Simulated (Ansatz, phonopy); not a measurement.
# Quasi-harmonic thermodynamics of NaF (Villiaumite, Fm-3m), part 2 of 2

Aim: the lattice, expansion, heat capacity and bulk modulus of NaF (Villiaumite) as it warms.

What experiment has found for this phase:
- volume expansion coefficient 95.1 1e-6/K and heat capacity C_P per formula unit 46.9 J/mol/K near room temperature (given in “High-Throughput Prediction of Finite-Temperature Properties using the Quasi-Harmonic Approximation”, 2016, arXiv:1603.06924)
- volume expansion coefficient 102.6 1e-6/K near room temperature (given in “Descriptors for thermal expansion in solids”, 2017, arXiv:1701.03966)

Ansatz 0.2.0; DFT PBEsol, scalar-relativistic, plane waves, PAW (the session's first sound run).

So far, principal linear expansion coefficients at 298 K (× 1e-6/K): step 5 (the quasi-harmonic study, functional PBEsol) 40.6. Also isothermal bulk modulus at 298 K (GPa): step 5 40.0.

### 8. Phonons on strained cells

Thermal expansion follows from how the free energy of the vibrations (and of the electrons in a metal) changes with strain, so the program makes strained cells, their phonons and a fit in one run.

File input.yaml:

```yaml
crystal:
  lattice:
    - [0.0, 2.3143547179, 2.3143547179]
    - [2.3143547179, 0.0, 2.3143547179]
    - [2.3143547179, 2.3143547179, 0.0]
  atoms:
    - { symbol: Na, position: [0.0, 0.0, 0.0] }
    - { symbol: F, position: [0.5, 0.5, 0.5] }
kpoints:
  mp_grid: { grid: [8, 8, 8] }
hamiltonian:
  xc: pbe
  dispersion: d3bj
scf:
  occupations: { method: fixed }
output:
  eigenvalues: true
phonons:
  method: dfpt
  qmesh: [4, 4, 4]
  temperatures: { t_max: 800.0, t_step: 50 }
  thermal_expansion: {}
```

Launch:

```sh
$ ansatz run input.yaml --threads 4 --pin off --max-ram 16384MiB --backend cpu --events-out ev --progress --plain --runs-dir out
```

Wall time 3.1 min (4 threads of AMD EPYC 9R14 (Zen 4), shared host); peak memory 0.84 GiB; 12 min of CPU time.

This step gave:

```yaml
pressure: 0.002902 GPa
gap_on_the_k_mesh: 6.335 eV
volume_expansion_coefficient_at_298_k: 106.7 1e-6/K
c_p_at_298_k: 23.84 J/mol-atom/K
entropy_at_298_k: 26.57 J/mol-atom/K
isothermal_bulk_modulus_at_298_k: 42.52 GPa
grueneisen_parameter_at_298_k: 1.544
volume_at_298_k: 12.84 Å³/atom
principal_linear_expansion_coefficients_at_298_k: 35.56, 35.56, 35.56 1e-6/K
```

Strained cells of the study; zero-point energy where phonons were solved; the pressures are stresses at a fixed cutoff and can carry an offset from the finite basis. Expansion cells, by row:

```csv
cell,|a| (Å),|b| (Å),|c| (Å),V (Å³/atom),E - E_lowest (meV/atom),"pressure, compression positive (GPa)",gap (eV),zero-point energy (meV/atom)
1,3.273,3.273,3.273,12.4,0,-0.012,6.335,-
2,3.299,3.299,3.299,12.7,1.08,-1.145,6.206,-
3,3.247,3.247,3.247,12.1,1.133,1.252,6.467,-
4,3.273,3.273,3.273,12.4,0,-0.026,6.333,41.91
5,3.29,3.29,3.29,12.59,0.442,-0.749,6.252,40.95
6,3.301,3.301,3.301,12.72,1.266,-1.234,6.196,40.28
7,3.33,3.33,3.33,13.05,4.907,-2.304,6.063,38.68
8,3.358,3.358,3.358,13.39,10.77,-3.25,5.934,37.12
9,3.387,3.387,3.387,13.74,18.71,-4.082,5.809,35.57
10,3.416,3.416,3.416,14.09,28.59,-4.811,5.688,34.05
11,3.241,3.241,3.241,12.03,1.752,1.576,6.499,-
12,3.257,3.257,3.257,12.22,0.425,0.748,6.415,-
13,3.443,3.443,3.443,14.43,39.45,-5.406,5.579,-
```

Quasi-harmonic; a, b, c are the run's own cell vectors. Expansion, by row:

```csv
T (K),a (Å),b (Å),c (Å),alpha (deg),beta (deg),gamma (deg),cell volume (Å³/cell),alpha_a (1e-6/K),alpha_b (1e-6/K),alpha_c (1e-6/K),alpha_V (1e-6/K),C_P (J/mol-atom/K),C_V (J/mol-atom/K),S (J/mol-atom/K),B_T (GPa),B_S (GPa),Grueneisen,extrapolation,fit error (1e-6/K)
0,3.291,3.291,3.291,60,60,60,25.21,0,0,0,0,0,0,0,47.8,47.8,-,0,0
50,3.291,3.291,3.291,60,60,60,25.21,3.5,3.5,3.5,10.51,3.115,3.113,1.016,47.74,47.77,1.224,0,0.02
100,3.293,3.293,3.293,60,60,60,25.25,16.05,16.05,16.05,48.15,12.02,11.94,5.971,47.13,47.46,1.446,0,0.04
150,3.297,3.297,3.297,60,60,60,25.33,24.7,24.7,24.7,74.11,17.72,17.43,12.04,46.12,46.89,1.496,0,0.05
200,3.301,3.301,3.301,60,60,60,25.44,29.77,29.77,29.77,89.3,20.82,20.28,17.61,44.97,46.19,1.517,0,0.03
250,3.306,3.306,3.306,60,60,60,25.56,33.11,33.11,33.11,99.32,22.66,21.83,22.47,43.75,45.41,1.532,0,0.05
298.1,3.312,3.312,3.312,60,60,60,25.68,35.56,35.56,35.56,106.7,23.84,22.72,26.57,42.52,44.61,1.544,0,0.1
300,3.312,3.312,3.312,60,60,60,25.69,35.65,35.65,35.65,107,23.88,22.75,26.71,42.47,44.58,1.545,0,0.1
350,3.318,3.318,3.318,60,60,60,25.83,37.84,37.84,37.84,113.5,24.77,23.33,30.46,41.16,43.7,1.558,0,0.15
400,3.324,3.324,3.324,60,60,60,25.98,39.89,39.89,39.89,119.7,25.5,23.71,33.82,39.79,42.78,1.571,0,0.18
450,3.331,3.331,3.331,60,60,60,26.14,41.96,41.96,41.96,125.9,26.14,23.98,36.86,38.37,41.82,1.585,0,0.17
500,3.338,3.338,3.338,60,60,60,26.31,44.13,44.13,44.13,132.4,26.74,24.18,39.64,36.89,40.8,1.601,0,0.1
550,3.346,3.346,3.346,60,60,60,26.49,46.5,46.5,46.5,139.5,27.34,24.32,42.22,35.35,39.74,1.617,0,0.14
600,3.354,3.354,3.354,60,60,60,26.68,49.15,49.15,49.15,147.5,27.96,24.43,44.63,33.73,38.62,1.636,0,0.39
650,3.363,3.363,3.363,60,60,60,26.88,52.21,52.21,52.21,156.6,28.65,24.51,46.89,32.03,37.43,1.656,0,0.69
700,3.372,3.372,3.372,60,60,60,27.1,55.81,55.81,55.81,167.4,29.42,24.58,49.04,30.21,36.16,1.679,0,0.89
750,3.381,3.381,3.381,60,60,60,27.34,60.18,60.18,60.18,180.5,30.32,24.64,51.1,28.27,34.79,1.705,0,0.6
800,3.392,3.392,3.392,60,60,60,27.6,65.66,65.66,65.66,197,31.43,24.68,53.09,26.17,33.32,1.735,0,1.05
```

Expansion coefficient against temperature; values in 1e-6/K:

```csv
temperature (K),volume,principal 1
0,0,0
50,10.5,3.5
100,48.1,16.1
150,74.1,24.7
200,89.3,29.8
250,99.3,33.1
298,107,35.6
300,107,35.6
350,114,37.8
400,120,39.9
450,126,42.0
500,132,44.1
550,140,46.5
600,147,49.1
650,157,52.2
700,167,55.8
750,181,60.2
800,197,65.7
```

Changing the level of theory (PBEsol → PBE+D3(BJ)) takes the volume expansion at 298 K from 122 to 107 × 10⁻⁶/K and B_T from 40.0 to 42.5 GPa.

### 9. Free-energy fit

This step: DFT PBE+D3(BJ), scalar-relativistic, plane waves, PAW (phonopy 4.10.0).

Numbers from this step:

| Property | Result |
| --- | --- |
| volume expansion coefficient at 300 K | 106.7 1e-6/K |
| isothermal bulk modulus at 300 K | 42.46 GPa |
| C_P at 300 K | 23.93 J/mol-atom/K |
| Grüneisen parameter at 300 K | 1.541 |

The energy (each curve on its own zero) by volume; values in meV/atom:

```csv
volume (Å³/atom),static,F at 0 K,F at 300 K,F at 800 K
12.400,0,3.54,7.59,18.8
12.587,0.44,3.03,6.12,14.6
12.721,1.27,3.18,5.57,12.0
13.051,4.91,5.22,5.84,7.31
13.390,10.8,9.52,8.24,4.54
13.737,18.7,15.9,12.6,3.48
14.093,28.6,24.3,18.7,3.94
```

Phonopy-qha, vinet fit of F(V) at each temperature. Qha vinet, by row:

```csv
T (K),fitted volume (Å³/atom),alpha_V (1e-6/K),B_T (GPa),C_P (J/mol-atom/K),Grueneisen
100,12.63,45.91,47.09,11.53,1.377
150,12.67,72.33,46.11,17.59,1.459
200,12.72,88.4,44.97,20.84,1.502
250,12.78,98.85,43.75,22.71,1.524
300,12.84,106.7,42.46,23.93,1.541
350,12.91,113.4,41.12,24.82,1.555
400,12.99,119.8,39.73,25.54,1.57
450,13.07,126.2,38.28,26.18,1.586
500,13.16,132.9,36.78,26.78,1.602
550,13.25,140.2,35.22,27.38,1.62
600,13.34,148.4,33.6,28.01,1.64
650,13.44,157.6,31.92,28.7,1.661
700,13.55,168.2,30.18,29.46,1.685
750,13.67,180.6,28.37,30.34,1.712
```

The volume expansion coefficient by temperature; values in 1e-6/K:

```csv
temperature (K),"phonopy-qha, Vinet",Ansatz's own study
100,45.9,48.1
150,72.3,74.1
200,88.4,89.3
250,98.8,99.3
300,107,107
350,113,114
400,120,120
450,126,126
500,133,132
550,140,140
600,148,147
650,158,157
700,168,167
750,181,181
```

The fit gives a volume expansion of 107 × 10⁻⁶/K at 300 K, against 107 at 298 K from the study itself, whose static fit uses more cells.

### 10. Outcome

```json
{
  "settings of these figures": "PBE+D3(BJ), 487.2 eV, k 8×8×8, q 4×4×4",
  "volume expansion coefficient at 298 K": "106.7 1e-6/K",
  "C_P at 298 K": "23.84 J/mol-atom/K",
  "entropy at 298 K": "26.57 J/mol-atom/K",
  "isothermal bulk modulus at 298 K": "42.52 GPa",
  "Grüneisen parameter at 298 K": "1.544",
  "volume at 298 K": "12.84 Å³/atom",
  "principal linear expansion coefficients at 298 K": "35.56, 35.56, 35.56 1e-6/K"
}
```

In words: Near room temperature NaF (Villiaumite) expands by 107 × 10⁻⁶/K in volume by PBE+D3(BJ), with C_P = 23.8 J/(mol K) per mole of atoms and B_T = 42.5 GPa. Between 298.15 and 800 K the bulk modulus falls by 38 % and the Grüneisen parameter grows; in this range the quasi-harmonic approximation, which lacks anharmonicity at fixed volume, tends to overshoot. C_P at room temperature is 96 % of the classical 3R an atom; C_V is 91 %, and the rest is expansion work. A measured volume expansion coefficient near room temperature is 95.1 1e-6/K (arXiv:1603.06924); the calculated 107 1e-6/K differs by +12 %. A measured heat capacity per formula unit near room temperature is 46.9 J/mol/K (arXiv:1603.06924); the calculated 47.7 J/mol/K differs by +2 %. The levels of theory differ by up to 15.1 × 10⁻⁶/K in the volume expansion at 298 K. The dispersion term is taken with its C6 weights frozen at the crystal at rest, in the force constants and, in the expansion study, in the energies too.

[Logs are printed without paths, hosts, clocks, repeated set-up lines and the standing remarks that a program may print on its own settings, such as how far it seeks lower states.]

[Hosts, paths, dates, database ids (printed as entryN), source tags and the programs' standing remarks are cut or masked in the printed files.]

[A step with changed settings may run another functional than the one named; its input shows which.]
